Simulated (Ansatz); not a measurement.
# How Ag(100) screens a field, part 2 of 2

Aim: image plane and induced charge of Ag(100).

Ansatz 0.2.0; plane-wave DFT, r2SCAN, Ansatz PAW.

So far. Step 6 (Atoms held, field -0.1 V/Å): The dipole is -0.0524 e·Å. Step 7 (Single point, field 0.2 V/Å): The dipole is 0.105 e·Å.

## Step 8: Atoms held, field -0.2 V/Å

input.yaml

```yaml
crystal:
  lattice:
    - [2.8920667351, 0.0, 0.0]
    - [0.0, 2.8920667351, 0.0]
    - [0.0, 0.0, 26.18]
  atoms:
    - { symbol: Ag, position: [0.0, 0.0, 0.3437738732] }
    - { symbol: Ag, position: [0.5, 0.5, 0.4218869366] }
    - { symbol: Ag, position: [0.0, 0.0, 0.5] }
    - { symbol: Ag, position: [0.5, 0.5, 0.5781130634] }
    - { symbol: Ag, position: [0.0, 0.0, 0.6562261268] }
kpoints:
  mp_grid: { grid: [18, 18, 1] }
hamiltonian:
  xc: r2scan
scf:
  occupations: { method: fermi_dirac, width: 0.1 }
  convergence: { dr2_threshold: 1.0e-10 }
efield:
  axis: 3
  dipole_correction: true
  ramp_position: 0.97
  ramp_width: 0.06
  amplitude: -0.2
output:
  forces: true
  write_potential: true
  write_density: true
  volumetric_format: npy
```

Launch:

```bash
> ansatz run input.yaml --threads 4 --pin off --max-ram 6144MiB --backend cpu --events-out ev --progress --plain --runs-dir out
```

Numbers of over 12 decimals in the logs are rounded to 6 here.

Output:

```text
[...]
Crystal: 5 atoms, lattice volume = 218.971 Å³
Basis set: ecut = 500 eV, 5623 PW (Γ), exchange–correlation on 96×96×768 points (64 copies of the dense FFT grid, shifted against one another)
Bands: 57, of which v1, the nominal top of the filled ones, is band 48 counted from 1 (47 counted from 0)
Symmetry: 8 space group operations
k-points: 55 of 324
[...]
k-point 0: bands = [... 44 lower, 0.8597, 0.9105, 1.0317, 1.0317, 2.2615, 4.4095, 5.6734, 7.7893, ... 5 higher]
  k-point 1: bands = [... 44 lower, 0.8252, 0.8888, 0.9233, 1.0402, 2.3875, 4.5112, 5.8049, 7.8463, ... 5 higher]
  k-point 2: bands = [... 44 lower, 0.7911, 0.8772, 0.9866, 1.0443, 2.6967, 4.7973, 6.1722, 8.0175, ... 5 higher]
  k-point 54: bands = [... 44 lower, 1.3961, 6.5878, 6.5878, 8.1241, 8.1241, 10.0979, 10.0979, 11.2260, ... 5 higher]
[key lines of the parts left out:]
SCF converged after 16 iterations
Free energy (F): -38018.706465 eV
Fermi energy:    4.233292 eV
Dipole field:    D = -0.086684 V/Å  (p = -0.104897 e·Å, saw-weighted, corrected)
```

Elapsed: 1.9 min, on 4 threads of Arm Neoverse N1, shared host; peak memory 1.2 GiB; 7.6 min of CPU time.

The dipole is -0.105 e·Å.

## Step 9: Single point, field 0.4 V/Å

input.yaml, as its differences from that of step 8:

```diff
@@ -23,3 +23,3 @@
   ramp_width: 0.06
-  amplitude: -0.2
+  amplitude: 0.4
 output:
@@ -29 +29,2 @@
   volumetric_format: npy
+  elf: true
```

Output:

```text
[...]
Crystal: 5 atoms, lattice volume = 218.971 Å³
Basis set: ecut = 500 eV, 5623 PW (Γ), exchange–correlation on 96×96×768 points (64 copies of the dense FFT grid, shifted against one another)
Bands: 57, of which v1, the nominal top of the filled ones, is band 48 counted from 1 (47 counted from 0)
Symmetry: 8 space group operations
k-points: 55 of 324
[...]
k-point 0: bands = [... 44 lower, 0.8502, 0.9018, 1.0224, 1.0224, 2.2515, 4.3915, 5.6617, 7.0614, ... 5 higher]
  k-point 1: bands = [... 44 lower, 0.8157, 0.8800, 0.9141, 1.0309, 2.3775, 4.4933, 5.7918, 7.1194, ... 5 higher]
  k-point 2: bands = [... 44 lower, 0.7825, 0.8680, 0.9777, 1.0350, 2.6866, 4.7796, 6.1544, 7.2940, ... 5 higher]
  k-point 54: bands = [... 44 lower, 1.3913, 6.5785, 6.5785, 8.1153, 8.1153, 10.0889, 10.0889, 11.2163, ... 5 higher]
[key lines of the parts left out:]
SCF converged after 17 iterations
Free energy (F): -38018.737946 eV
Fermi energy:    4.223618 eV
Dipole field:    D = 0.173507 V/Å  (p = 0.209963 e·Å, saw-weighted, corrected)
```

The job ended after 2 min (4 threads; peak memory 1.2 GiB; 7.9 min of CPU time).

Running mean over 2.045 Å of the planar mean, with the applied field; the ramp of the sawtooth is left out. The electron's electrostatic potential energy less the Fermi level by z:

```
z (Å)  electron's electrostatic potential energy less the Fermi level (eV)
  3.0                                                                 2.44
  3.5                                                                 2.64
  4.0                                                                 2.83
  4.5                                                                 3.03
  5.0                                                                 3.23
  5.5                                                                 3.42
  6.0                                                                 3.57
  6.5                                                                 3.63
  7.0                                                                 3.34
  7.5                                                                 1.82
  8.0                                                                -1.29
  8.5                                                                -4.28
  9.0                                                                -5.64
  9.5                                                                -5.91
 10.0                                                                -5.99
 10.5                                                                -6.04
 11.0                                                                -6.07
 11.5                                                                -6.06
 12.0                                                                -6.04
 12.5                                                                -6.03
 13.0                                                                -6.02
 13.5                                                                -6.02
 14.0                                                                -6.03
 14.5                                                                -6.05
 15.0                                                                -6.06
 15.5                                                                -6.04
 16.0                                                                -5.99
 16.5                                                                -5.93
 17.0                                                                -5.78
 17.5                                                                -4.97
 18.0                                                                -2.44
 18.5                                                                0.987
 19.0                                                                 3.39
 19.5                                                                 4.28
 20.0                                                                 4.64
 20.5                                                                 4.88
 21.0                                                                 5.09
 21.5                                                                 5.29
 22.0                                                                 5.49
 22.5                                                                 5.69
 23.0                                                                 5.89
```

The dipole is 0.210 e·Å.

## Step 10: The response

This step: plane-wave DFT, r2SCAN, Ansatz PAW; screening of a field by a metal slab (Ansatz 0.2.0).

The dipoles give the slope, and the difference of two potentials shows where the field is screened.

Numbers from this step:

| Item | Value |
| --- | --- |
| equivalent conductor thickness p/(ε₀AE) | 11.34 Å |
| distance between the outer atoms | 8.180 Å |
| inner field over outer field | 0.006372 |
| image plane, upper face | 1.661 Å |
| induced electrons on the upper face over ε₀E | -0.9859 |
| image plane, lower face | 1.661 Å |
| induced electrons on the lower face over ε₀E | 0.9859 |

Table of dipole of the cell by applied field:

```
applied field (V/Å)  dipole of the cell (e·Å)
             -0.200                    -0.105
             -0.100                   -0.0524
             -0.050                   -0.0262
              0.000                   -5.3e-7
              0.050                    0.0262
              0.100                    0.0524
              0.200                     0.105
              0.400                     0.210
```

Local field over the applied field, running mean. From the potentials at -0.05 and 0.05 V/Å; running mean over 2.045 Å. Table of local field over applied field by z:

z (Å), local field over applied field and a bar from the least value:
```
      4.5      0.996 ##############################
      5.0      0.990 ##############################
      5.5      0.974 #############################
      6.0      0.936 ############################
      6.5      0.855 ##########################
      7.0      0.705 #####################
      7.5      0.492 ###############
      8.0      0.275 #########
      8.5      0.098 ###
      9.0     -0.001 
      9.5     -0.016 
     10.0     -0.003 
     10.5      0.008 #
     11.0      0.010 #
     11.5      0.005 #
     12.0      0.003 #
     12.5      0.006 #
     13.0      0.009 #
     13.5      0.007 #
     14.0      0.004 #
     14.5      0.003 #
     15.0      0.008 #
     15.5      0.010 #
     16.0      0.001 #
     16.5     -0.012 
     17.0     -0.014 
     17.5      0.052 ##
     18.0      0.204 #######
     18.5      0.412 #############
     19.0      0.634 ###################
     19.5      0.810 ########################
     20.0      0.913 ###########################
     20.5      0.964 #############################
     21.0      0.986 ##############################
     21.5      0.995 ##############################
     22.0      0.998 ##############################
```

Electrons, planar mean, per unit field. Induced electron density against z:

z (Å), induced electron density (e/Å³ per V/Å) and a bar from the least value:
```
        5    0.00006 ##############
        6    0.00040 ###############
        7    0.00192 ######################
        8    0.00375 ##############################
        9    0.00015 ##############
       10   -0.00049 ###########
       11    0.00025 ###############
       12   -0.00009 #############
       13   -0.00001 ##############
       14    0.00018 ##############
       15   -0.00019 #############
       16    0.00022 ###############
       17    0.00011 ##############
       18   -0.00313 
       19   -0.00239 ###
       20   -0.00055 ###########
       21   -0.00009 #############
       22   -0.00001 ##############
```

By hand: between -0.05 and 0.05 V/Å the dipole changes by 0.05243 e·Å, a slope of 0.5243 e·Å²/V. A perfect conductor of thickness t has p = ε₀AEt, so t = 180.95 × 0.5243 / 8.364 = 11.34 Å (e/ε₀ = 180.95 V·Å, A in Å²). Less the 8.18 Å between the outer atoms, and halved, that puts each image plane 1.58 Å out.

The induced dipole is that of a conductor 11.34 Å thick.

## Step 11: The same run with other settings: scf.lower_state_search = "light"

This step: plane-wave DFT, r2SCAN, Ansatz PAW (Ansatz 0.2.0).

A run with a changed input: it repeats the earlier run at 0.05 V/Å with scf.lower_state_search to light.

input.yaml, as its differences from that of step 9:

```diff
@@ -18,2 +18,3 @@
   convergence: { dr2_threshold: 1.0e-10 }
+  lower_state_search: light
 efield:
@@ -23,3 +24,3 @@
   ramp_width: 0.06
-  amplitude: 0.4
+  amplitude: 0.05
 output:
@@ -29,2 +30 @@
   volumetric_format: npy
-  elf: true
```

Output:

```text
[...]
Crystal: 5 atoms, lattice volume = 218.971 Å³
Basis set: ecut = 500 eV, 5623 PW (Γ), exchange–correlation on 96×96×768 points (64 copies of the dense FFT grid, shifted against one another)
Bands: 57, of which v1, the nominal top of the filled ones, is band 48 counted from 1 (47 counted from 0)
Symmetry: 8 space group operations
k-points: 55 of 324
[...]
SCF iter   1: F=—  HF=-38018.726960 eV  |F-HF|=—  |Δ(HF+E_count)|=         —  Δρ=7.13e-3  dr2=4.91e-1  dr2_τ=3.69e-3  ethr=1.77e-3  p=0.000 e·Å  D=5.97e-14 V/Å  ΔV_dip=-0.00 eV  dr2_dipole=2.39e-1  V_vac-E_F(+/−)=4.84/3.64 eV  ⟨swp⟩=7.9  Hψ=13012  notcnv=0  defer=44
[...]
SCF iter  13: F=-38018.696633 eV  HF=-38018.696633 eV  |F-HF|=1.16e-10  |Δ(HF+E_count)|=  2.76e-10  Δρ=1.52e-8  dr2=4.76e-13  dr2_τ=3.63e-14  ethr=1.00e-12  p=0.026 e·Å  D=2.17e-2 V/Å  ΔV_dip=-0.57 eV  dr2_dipole=6.04e-14  V_vac-E_F(+/−)=4.48/3.85 eV  ⟨swp⟩=7.8  Hψ=15838  notcnv=0
SCF 1 converged in 13 iterations: F = -38018.696633 eV  dr2 = 4.76e-13
[...]
SCF converged after 13 iterations
[...]
Free energy (F): -38018.696633 eV
[...]
Internal energy: -38018.653822 eV  (E = F + TS)
E sigma→0 (E₀):  -38018.675228 eV
Entropy (-TS):   -0.042811 eV (-8.562 meV/atom)
Fermi energy:    4.236254 eV
Dipole field:    D = 0.021664 V/Å  (p = 0.026216 e·Å, saw-weighted, corrected)
Work function:   not extracted (applied field tilts the vacuum); planar V_es + V_field profile in the machine report
[...]
--- Forces (eV/Å), atoms counted from 1 ---
  atom   1  Ag     0.00000000     0.00000000     0.07629883
  atom   2  Ag     0.00000000     0.00000000    -0.14071097
  atom   3  Ag     0.00000000     0.00000000    -0.00053156
  atom   4  Ag     0.00000000     0.00000000     0.14248024
  atom   5  Ag     0.00000000     0.00000000    -0.07753616
  max |Σ_I F_I| component: 3.69e-7 eV/Å
--- Band table (eV; the first three rows and the last of 55) ---
  k-point 0: bands = [... 44 lower, 0.8627, 0.9131, 1.0345, 1.0345, 2.2645, 4.4150, 5.6766, 8.2744, ... 5 higher]
  k-point 1: bands = [... 44 lower, 0.8280, 0.8915, 0.9260, 1.0430, 2.3905, 4.5167, 5.8084, 8.3302, ... 5 higher]
  k-point 2: bands = [... 44 lower, 0.7938, 0.8800, 0.9893, 1.0471, 2.6998, 4.8027, 6.1768, 8.4974, ... 5 higher]
  k-point 54: bands = [... 44 lower, 1.3957, 6.5907, 6.5907, 8.1268, 8.1268, 10.1006, 10.1006, 11.2289, ... 5 higher]
```

It took 2.1 min on 4 threads; peak memory 1.3 GiB; 6.6 min of CPU time.

Numbers from this step:

| Property | Result |
| --- | --- |
| energy at zero smearing | -38018.6752 eV |
| dipole along the normal | 0.02622 e·Å |

Force by atom:

```
atom  x (eV/Å)  y (eV/Å)  z (eV/Å)   size
 Ag1     0.000     0.000     0.076  0.076
 Ag2     0.000     0.000    -0.141  0.141
 Ag3     0.000     0.000    -0.001  0.001
 Ag4     0.000     0.000     0.142  0.142
 Ag5     0.000     0.000    -0.078  0.078
```

```
                     quantity  this run  earlier run  difference
dipole along the normal (e·Å)   0.02622      0.02622           0
```

The dipole moves by under 0.5 % or 5e-5 e·Å.

## Step 12: Varying the input

An input spoilt on purpose, to show how the run answers: it repeats the earlier run at 0.05 V/Å with efield.amplitude from 0.05 to 0 and efield.dipole_correction from true to false, and scf.max_iter set to 50.

input.yaml, as its differences from that of step 11:

```diff
@@ -18,9 +18,9 @@
   convergence: { dr2_threshold: 1.0e-10 }
-  lower_state_search: light
+  max_iter: 50
 efield:
   axis: 3
-  dipole_correction: true
+  dipole_correction: false
   ramp_position: 0.97
   ramp_width: 0.06
-  amplitude: 0.05
+  amplitude: 0
 output:
```

Output:

```text
Error: invalid value for `efield.amplitude`: is zero with dipole_correction: false — the section would apply nothing; set a non-zero amplitude, enable dipole_correction, or remove the block
```

It took 0.03 s on 4 threads; peak memory 0.03 GiB.

The program refused the input before any cycle.

The program's message: “Error: invalid value for `efield.amplitude`: is zero with dipole_correction: false — the section would apply nothing; set a non-zero amplitude, enable dipole_correction, or remove the block”

The fault put into the input: a field block that applies nothing.

## Step 13: What came out

```json
{"work function": "4.18 eV", "image plane, upper face": "1.66 Å", "induced electrons on the upper face over ε₀E": "-0.986", "equivalent conductor thickness p/(ε₀AE)": "11.3 Å", "inner field over outer field": "0.00637"}
```

The induced charge has its centre 1.66 Å outside the outermost atoms; this is the plane from which a capacitor's gap or an image potential counts. The equivalent conductor thickness exceeds the distance between the outer atoms by 3.16 Å, about the sum of the two image-plane distances. In the middle of the slab the field is screened to under 2 % of its outer value. The atoms are held at bulk positions with the tabulated experimental lattice constant.

[Logs are printed without paths, hosts, clocks, repeated set-up lines and the standing remarks that a program may print on its own settings, such as how far it seeks lower states.]

[Hosts, paths, dates, database ids (printed as entryN), source tags and the programs' standing remarks are cut or masked in the printed files.]

[Maps of the electrostatic potential energy from Ansatz leave out the sawtooth potential of an applied field or a dipole correction, so their vacuum need not be flat; planar profiles and work functions include it.]
